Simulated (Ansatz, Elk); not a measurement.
## AlPd4: X-ray structure factors from the self-consistent density

Structure refinements treat a crystal as free atoms side by side. For a made-up structure of AlPd4 (cell and positions from a r2SCAN relaxation) the runs below show what the calculated density changes in F(hkl).

Main program and level: Elk 11.2.3 (patched build); DFT, PBE, all-electron APW+lo, Dirac cores, scalar-relativistic bands, static density, no spin.

This account leaves out most program logs.

The structure was built from a prototype and need not be the compound's stable phase.

### 1. The starting structure

The structure is trigonal, space group R-3m (No. 166). The conventional cell has a = 2.825 Å, b = 2.825 Å, c = 32.112 Å, α = 90.00°, β = 90.00°, γ = 120.00°. Nearest to Pd lie 3 Al at 2.52 Å and 9 Pd at 2.82 to 2.83 Å. Nearest to Pd lie 12 Pd at 2.79 to 2.83 Å. Nearest to Al lie 6 Pd at 2.52 Å. Farther neighbours are not listed.

### 2. Ground state and structure factors

An all-electron density is needed, since X-rays see the cores too. Task 0 finds the density and task 195 Fourier-transforms it; tshift is off so that phases refer to the origin typed.

File elk.in:

```
tasks
  0
  195

xctype
  20

spinpol
  .false.

rgkmax
  7.0

gmaxvr
  14.0

lmaxo
  7

lmaxapw
  8

swidth
  0.002

tshift
  .false.

ramdisk
  .false.

hmaxvr
  5.5

maxscl
  120

epspot
  1e-06

sppath
  './'

avec
  2.66924240022 1.54108781861 20.22768029149
  -2.66924240022 1.54108781861 20.22768029149
  -0.00000000000 -3.08217563629 20.22768029156

atoms
  2
  'Pd.in'
  4
  0.3931195013 0.3931195013 0.3931195013   0.000000 0.000000 0.000000
  0.7981612802 0.7981612802 0.7981612802   0.000000 0.000000 0.000000
  0.2018387198 0.2018387198 0.2018387198   0.000000 0.000000 0.000000
  0.6068804987 0.6068804987 0.6068804987   0.000000 0.000000 0.000000
  'Al.in'
  1
  0.0000000000 0.0000000000 0.0000000000   0.000000 0.000000 0.000000

ngridk
  9 9 9
```

On the command line:

```bash
> OMP_NUM_THREADS=4 elk
```

Elapsed: 1.7 min, on 4 threads of Arm Neoverse V2, shared host; peak memory 0.43 GiB; 5.3 min of CPU time.

SFACRHO.OUT:

```text

h k l indices transformed by vhmat matrix:
   1.000000000       0.000000000       0.000000000    
   0.000000000       1.000000000       0.000000000    
   0.000000000       0.000000000       1.000000000    

      h      k      l  multipl.   |H|            Re(F)            Im(F)           |F|

      0      0      0      1   0.0000000       197.00000      0.56040376E-16   197.00000    
     -1     -1     -1      2  0.31062313      -19.923722     -0.27725211E-13   19.923722    
      2      2      2      2  0.62124625      -22.126352     -0.41570080E-13   22.126352    
     -3     -3     -3      2  0.93186938      -35.656994      0.13855070E-12   35.656994    
     -4     -4     -4      2   1.2424925      -72.802798      0.34624341E-13   72.802798    
      0     -1      0      6   1.3629754      -26.441430      0.10384593E-13   26.441430    
      1      1      0      6   1.3747233      -34.587837      0.69384391E-14   34.587837    
     -1     -1     -2      6   1.4207438      -30.500441      0.51963825E-13   30.500441    
     -1     -2     -2      6   1.4543039       150.30381     -0.61499102E-13   150.30381    
     -2     -3     -2      6   1.5402265      -50.550813     -0.11861918E-16   50.550813    
     -5     -5     -5      2   1.5531156       133.01991     -0.19401134E-12   133.01991    
      3      3      2      6   1.5915744     -0.99953856      0.79691179E-13  0.99953856    
      3      4      3      6   1.7085245       136.29963      0.10912750E-12   136.29963    
      3      4      4      6   1.7731868      -9.2689486     -0.55418620E-13   9.2689486    
      6      6      6      2   1.8637388       22.064371      0.20612055E-12   22.064371    
     -5     -4     -4      6   1.9127957       11.528870     -0.17321510E-12   11.528870    
     -5     -5     -4      6   1.9870198      -26.281797      0.30515351E-15   26.281797    
      5      6      5      6   2.1427768      0.28121414     -0.55423808E-13  0.28121414
```

Elk indexes on the primitive cell of elk.in and gives |H| = 4π sin θ/λ in inverse bohr. Below, one row stands for each form hkl of the conventional cell (m members, Friedel mates merged), F is for one primitive cell and the density is static (no thermal factor). Free-atom factors are Waasmaier and Kirfel's, and R is Σm||F|−|F'||/Σm|F|.

```csv
hkl,m,sin θ/λ (Å⁻¹),"abs F, DFT",neutral atoms,diff.
003,2,0.047,19.924,20.014,-0.091
006,2,0.093,22.126,22.439,-0.312
009,2,0.140,35.657,36.044,-0.387
0 0 12,2,0.187,72.803,73.321,-0.519
101,6,0.205,26.441,26.761,-0.320
012,6,0.207,34.588,34.924,-0.336
104,6,0.214,30.500,30.792,-0.292
015,6,0.219,150.304,151.586,-1.282
107,6,0.232,50.551,50.851,-0.300
0 0 15,2,0.234,133.020,134.260,-1.240
018,6,0.239,1.000,1.044,-0.044
1 0 10,6,0.257,136.300,137.202,-0.902
0 1 11,6,0.267,9.269,9.350,-0.081
0 0 18,2,0.280,22.064,22.268,-0.204
```

### 3. The highest occupied states alone

An energy window below the Fermi level keeps the highest occupied states, to see at which angles they scatter; shallow core shells can lie inside it and anion s states outside. No new self-consistency is needed.

elk.in: that of step 2 with these lines changed.

```diff
@@ -1,3 +1,2 @@
 tasks
-  0
   195
@@ -40,2 +39,5 @@
 
+wsfac
+  -0.079130 0.588360
+
 sppath
```

On the command line:

```bash
> OMP_NUM_THREADS=4 elk
```

The job ended after 8.7 s (4 threads; peak memory 0.24 GiB; 15 s of CPU time).

States within 10 eV below the Fermi level hold 43.00 electrons; any levels below the window count with the cores. Their amplitudes can exceed the total, where window and core parts have opposite phase:

```
   hkl  sin θ/λ (Å⁻¹)  abs F, window  abs F, all
   003          0.047          4.193      19.924
   006          0.093          4.523      22.126
   009          0.140          6.342      35.657
0 0 12          0.187          9.930      72.803
   101          0.205          3.753      26.441
   012          0.207          4.641      34.588
   104          0.214          4.046      30.500
   015          0.219         14.269     150.304
   107          0.232          5.590      50.551
0 0 15          0.234         11.201     133.020
```

### 4. Another functional

The difference from free atoms is small, so it is set against the change that LDA (Perdew-Wang) makes.

elk.in: that of step 3 with these lines changed.

```diff
@@ -1,2 +1,3 @@
 tasks
+  0
   195
@@ -4,3 +5,3 @@
 xctype
-  20
+  3
 
@@ -39,5 +40,2 @@
 
-wsfac
-  -0.079130 0.588360
-
 sppath
```

On the command line:

```bash
> OMP_NUM_THREADS=4 elk
```

It took 67 s on 4 threads; peak memory 0.35 GiB; 3.4 min of CPU time.

Against the first run R = 0.04 %; the largest change is -0.071 at 1 0 10.

### 5. Basis size

A smaller basis shows how fast F responds to it; the change is likely larger than the basis error of the first run, but doesn't show convergence.

elk.in: that of step 4 with these lines changed.

```diff
@@ -5,3 +5,3 @@
 xctype
-  3
+  20
 
@@ -11,3 +11,3 @@
 rgkmax
-  7.0
+  5.5
```

On the command line:

```bash
> OMP_NUM_THREADS=4 elk
```

Elapsed: 91 s, on 4 threads; peak memory 0.46 GiB; 4.7 min of CPU time.

Against the first run R = 0.03 %; the largest change is +0.155 at 110.

### 6. Settings against the effect

| run | R against the first run (%) | R against neutral atoms, low angle (%) | wall time |
| --- | --- | --- | --- |
| PBE, rgkmax 7 | 0.00 | 0.80 | 1.7 min |
| LDA (Perdew-Wang) | 0.04 | 0.85 | 67 s |
| rgkmax 5.5 | 0.03 | 0.83 | 91 s |

### 7. Summary of results

- R against neutral atoms, sin θ/λ < 0.3 Å⁻¹: 0.80 %
- R against neutral atoms, 0.3 to 0.76 Å⁻¹: 0.32 %

What this shows: Independent neutral atoms miss the calculated amplitudes by R = 0.80 % below 0.3 Å⁻¹ and 0.32 % from there to 0.76 Å⁻¹; by shells, 1.02 % below 0.15 Å⁻¹ (3 forms), 0.79 % 0.15 to 0.3 (13 forms), 0.42 % 0.3 to 0.45 (24 forms), 0.29 % above 0.45 (109 forms). Bonding, aspherical density and the tables' own atoms all enter these figures, and the runs don't part them. The largest change of an amplitude is -1.28 electrons, at 015. The window's part falls from 43.0 electrons at the origin to at most 0.65 between 0.45 and 0.76 Å⁻¹. Below 0.3 Å⁻¹ the changes that finished (LDA (Perdew-Wang) and rgkmax 5.5) move F by R = 0.05 % at most, against the 0.80 % that separates it from free atoms. The k-mesh has no finished test. These runs have no spin, though d or f shells may be open. Part of the difference isn't bonding: the tables are fits to free atoms and ions calculated by other methods than this functional. Thermal motion, anomalous dispersion and extinction are left out.

[Logs are printed without paths, hosts, clocks, repeated set-up lines and the standing remarks that a program may print on its own settings, such as how far it seeks lower states.]

[Hosts, paths, dates, database ids (printed as entryN), source tags and the programs' standing remarks are cut or masked in the printed files.]
